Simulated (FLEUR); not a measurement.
# Calculated records

```json
{"subject": "Fe: which magnetic order is lowest", "lattice_ang": [[-1.4302, 1.4302, 1.4302], [1.4302, -1.4302, 1.4302], [1.4302, 1.4302, -1.4302]], "atoms": [["Fe", 0.0, 0.0, 0.0]], "method": "PBE; all-electron FLAPW, Dirac cores, scalar-relativistic bands", "program": "FLEUR MaX-R8.1", "settings_of_one_run": "kmax 3.6 1/bohr, gmax 10.8 1/bohr, muffin tin radii Fe: 2.28 bohr, lmax Fe: [8, 6], hist occupations, smearing width 0.05 eV, mixer Anderson, mixing 0.05, max iterations 90, stop 2.00e-5 me/bohr³, collinear spin, 16×16×16 k-mesh, mesh matched on, starting moments 2.8 μB", "cost": "4 runs, 2.4 min in all on 4 MPI ranks of Intel Xeon Platinum 8488C (Sapphire Rapids), shared host (the runs of this entry)", "notes": "The database entry behind the starting cell differs from later determinations by our own check (about 0.2 % short). The run is spin-polarised, with a total moment of 2.25 μB a cell. This is the lowest of 4 finished starts, no proof of the ground state.", "results": {"lowest_state_found": "ferromagnetic (initial ferro +)", "largest_site_spin_moment": "2.31 μB", "next_finished_state": "antiferromagnetic, 215 meV a seeded atom higher", "energy_gained_by_spin_polarisation": "554 meV a seeded atom"}}
```

[Logs and program files are shortened in this print: banners, set-up blocks, solver, clock and traceback lines can be left out without a mark of their own.]

[Logs are printed without paths, hosts, clocks, repeated set-up lines and the standing remarks that a program may print on its own settings, such as how far it seeks lower states.]

[Hosts, paths, dates, database ids (printed as entryN), source tags and the programs' standing remarks are cut or masked in the printed files.]

[Where a cell is said to come from a database of computed structures, the database is the Materials Project.]
